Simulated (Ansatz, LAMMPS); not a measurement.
# Localised basis functions on glassy 65P2O5-35BaO (mol %) (89 atoms), part 2 of 2

Aim: test how closely localised support functions follow the reference on glassy 65P2O5-35BaO (mol %) (89 atoms), and at what cost. A setting counts as converged where the r.m.s. difference of forces stays under 1 % of the r.m.s. force.

Ansatz 0.2.0; Kohn-Sham DFT, PBE, PAW (set soft_2), plane waves.

The cell: 22 P, 6 Ba and 61 O. The quench rate of 10 K/ps is orders of magnitude faster than experiment. The starting topology of bonds comes from the classical model. The Brillouin zone is sampled at Γ only, in a cell whose shortest periodic width is 11 Å. The levels lack spin–orbit coupling.

So far. Step 7 (Support functions medium, spacing 0.275 Å): Forces differ from the reference by 3.9 meV/Å r.m.s., 0.27 % of their size, well within a tolerance of 1 %; the energy by -8.1 meV/atom. It took roughly 3.8 times the reference's time (one timing each, with unlike analyses asked), in 16 cycles against 10. The setting is coarser than the default on purpose. Step 8 (A run with a doubtful setting): The fault in the input: an unknown functional (hamiltonian.xc = "gga").

## Step 10: The reference in detail (continued)

Valence density in the ac plane at fractional y = 0.567, with atoms of P and Ba and O within 0.2 Å of it. It is the smooth field of the valence electrons, not physical close to the nuclei.

Ten steps, logarithmic in the rise over the least value, from '0' (0.0 e/Å³) to '9' (6.9 e/Å³), each cell a mean:
```
3310000146653211111246875310123
7631001368985212344445553101357
9742101368985224787642443111369
8642101245653126998754665311357
4421000112221124787545787521234
2211000001100012344335787521112
2211000001000000111113455321011
2211111110000000000001222322111
1112444321000000000000124555421
1135666542000000000000135666542
1146645652000000011111246656642
0145655652000000134542235666531
1224566531000001368974223444321
4433333210000001369984211111123
8863111100000122457763100000136
9974101122112345545542100000247
8863112454323567644554320000246
5553224788643466545678742112335
2343225899642333334699853356654
4443224677531111112578754579875
3443111333211111101245544579864
1221100010011233210123444445532
0000000000012233210125775322110
1000000012222222210147886310001
```
Columns run along a (11.1 Å), rows up along c (11.1 Å). Atoms in or near the plane, at fractional coordinates: P at (0.02, 0.22), P at (0.68, 0.88), Ba at (0.18, 0.54), O at (0.68, 0.22), O at (0.27, 0.23), O at (0.61, 0.44), O at (0.55, 0.84), O at (0.33, 0.91), O at (0.02, 0.35).

Mean intrinsic-atomic-orbital charges: Ba +1.80, O -0.97, P +2.19 e.

## Step 11: Local order

These statistics describe the geometry on which the runs were made.

Density 3.01 g/cm³, 15.38 Å³ an atom.

Pair distribution functions g(r), in bins of 0.2 Å:

```csv
r (Å),total,O-O,O-P,O-Ba,P-P,P-Ba,Ba-Ba
1.40,1.33,0.00,3.93,0.00,0.00,0.00,0.00
1.60,3.77,0.00,11.12,0.00,0.00,0.00,0.00
1.80,0.05,0.00,0.14,0.00,0.00,0.00,0.00
2.00,0.00,0.00,0.00,0.00,0.00,0.00,0.00
2.20,0.03,0.00,0.08,0.00,0.00,0.00,0.00
2.40,1.63,3.46,0.00,0.00,0.00,0.00,0.00
2.60,1.52,3.07,0.00,0.86,0.00,0.00,0.00
2.80,0.51,0.40,0.16,2.87,0.00,0.00,0.00
3.00,0.87,0.93,0.23,1.67,3.37,0.00,0.00
3.20,0.89,0.85,0.64,0.88,3.15,0.00,0.00
3.40,0.51,0.69,0.49,0.25,0.00,0.00,0.00
3.60,1.01,0.84,1.50,0.68,0.34,0.61,2.24
3.80,1.32,0.59,2.65,0.71,0.62,1.40,0.00
4.00,1.41,0.89,2.21,0.92,0.28,3.35,5.65
4.20,1.01,0.85,0.95,0.93,1.52,3.09,1.78
4.40,0.88,0.99,0.64,1.00,1.17,1.07,0.00
4.60,1.11,1.28,0.79,1.05,1.70,0.97,2.83
4.80,1.23,1.49,0.86,1.41,1.27,1.08,0.00
5.00,1.10,1.28,0.66,1.31,1.89,0.99,0.00
5.20,0.93,0.93,0.75,1.70,0.83,0.76,1.11
5.40,0.89,0.84,0.99,0.82,0.93,0.84,0.00
```

Bonds by pair of elements; cutoffs follow the first minimum of g(r), held within bounds set by covalent radii, and pairs that aren't listed don't count as bonded:

```csv
pair A-B,cutoff (Å),bonds,mean length (Å),spread (Å),shortest (Å),B about A,A about B
O-P,2.02,89,1.54,0.053,1.45,1.46,4.04
O-Ba,3.38,35,2.90,0.174,2.54,0.574,5.83
```

How many atoms have how many bonded neighbours:

```csv
element,mean,1,2,3,4,5,6,8
Ba,5.83,0,0,0,1,1,3,1
O,2.03,7,45,9,0,0,0,0
P,4.04,0,0,0,21,1,0,0
```

Oxygen atoms by the number of network formers (Si, P, Ge, B, Al, As, Ga) bound to them:

```csv
network formers bound to O,O atoms,per cent
0,0,0
1,33,54.1
2,28,45.9
```

Network units: each former by its oxygen neighbours and how many of them bridge to another former:

```csv
former,O neighbours,bridging O,atoms
P,4,1,1
P,4,2,11
P,4,3,8
P,4,4,1
P,5,5,1
```

Rings of the network by King's shortest-path rule, up to 12 atoms, one path for each pair of neighbours; H, halogens, alkali and alkaline-earth atoms are left out:

```csv
ring size (atoms),rings,per network atom
10,1,0.012
12,2,0.024
```

Among the first-shell peaks of g(r) are those at about 2.5 Å (O-O), 1.5 Å (O-P), 2.8 Å (O-Ba), 3.1 Å (P-P) and 4.0 Å (P-Ba). Counting bonds as in the table, 50 % of Ba atoms have 6, 74 % of O atoms have 2 and 95 % of P atoms have 4 bonded neighbours. 46 % of the oxygens bridge two formers and 54 % are non-bridging. The commonest P unit has 4 oxygens, 2 of them shared with other formers (11 of 22 atoms). Rings of 12 atoms are the most common (67 % of those counted); sizes run from 10 to 12, where the search stops.

A closer look about O75, which has 3 bonded neighbours where the commonest count for O is 2: 11 atoms, nearest first, numbered in the order of the input, with positions taken from that point.

```csv
atom,x,y,z,distance (Å),bonds,intrinsic-atomic-orbital charge (e),Fx,Fy,Fz (eV/Å)
O75,0.00,0.00,0.00,0.00,3,-1.10,-0.77,-2.50,2.71
P1,0.52,0.73,-1.16,1.46,4,2.18,-0.85,4.45,-0.90
O48,-0.25,1.96,-1.49,2.48,1,-1.01,0.58,-0.58,0.08
O43,1.99,1.25,-0.81,2.48,2,-0.87,1.37,-0.12,0.16
O30,0.83,-0.14,-2.42,2.56,2,-0.86,-1.73,-1.43,-0.02
Ba27,-0.95,-2.14,1.73,2.91,4,1.80,0.37,-1.69,0.17
O37,-2.36,0.32,-1.84,3.01,2,-1.06,-0.50,0.47,-1.07
Ba25,-1.28,1.87,1.99,3.01,6,1.80,0.12,1.25,-0.15
O59,2.41,-2.06,0.85,3.28,2,-1.12,-1.09,0.74,1.48
O39,2.56,-1.84,-1.66,3.56,1,-0.99,0.60,0.07,-0.13
O82,-3.01,1.99,-0.11,3.61,3,-1.11,-0.61,0.71,0.94
```

## Step 12: Outcome

| Property | Result |
| --- | --- |
| free energy per atom | -977.1743 eV/atom |
| pressure | 1.78 GPa |
| r.m.s. force component | 1.42 eV/Å |
| gap (highest filled to lowest empty level) | 2.147 eV |
| wall time of the 5 DFT runs | 7.1 min |

In words: Against plane waves at 420 eV, the forces differ by 1.0 meV/Å (0.073 %) with support functions medium. At 89 atoms the fastest of the runs at a preset level, support functions low, takes roughly 4.9 times the time of plane waves (whose run also made extra analyses), in 15 SCF cycles against 10. Differences between support functions and plane waves include what basis error the plane-wave run still has.

The highest filled and lowest empty levels differ by 2.15 eV (at Γ alone); a semilocal functional tends to put such gaps too low. In a disordered cell it changes from sample to sample, and tail or defect levels can set it. Counting bonds as in the table, 50 % of Ba atoms have 6, 74 % of O atoms have 2 and 95 % of P atoms have 4 bonded neighbours. 46 % of the oxygens bridge two formers and 54 % are non-bridging.

Caveats: The force components of 1.4 eV/Å r.m.s. hold both thermal displacement and the mismatch between the potential that made the cell and DFT. The pressure of 1.8 GPa is that of one thermal frame, in which the classical model's bond lengths enter as well as the volume, without the kinetic term. The pressure of a single frame lacks the kinetic term.

[Long decimals in the printed logs are rounded to 6 places.]

[Logs are printed without paths, hosts, clocks, repeated set-up lines and the standing remarks that a program may print on its own settings, such as how far it seeks lower states.]

[Hosts, paths, dates, database ids (printed as entryN), source tags and the programs' standing remarks are cut or masked in the printed files.]
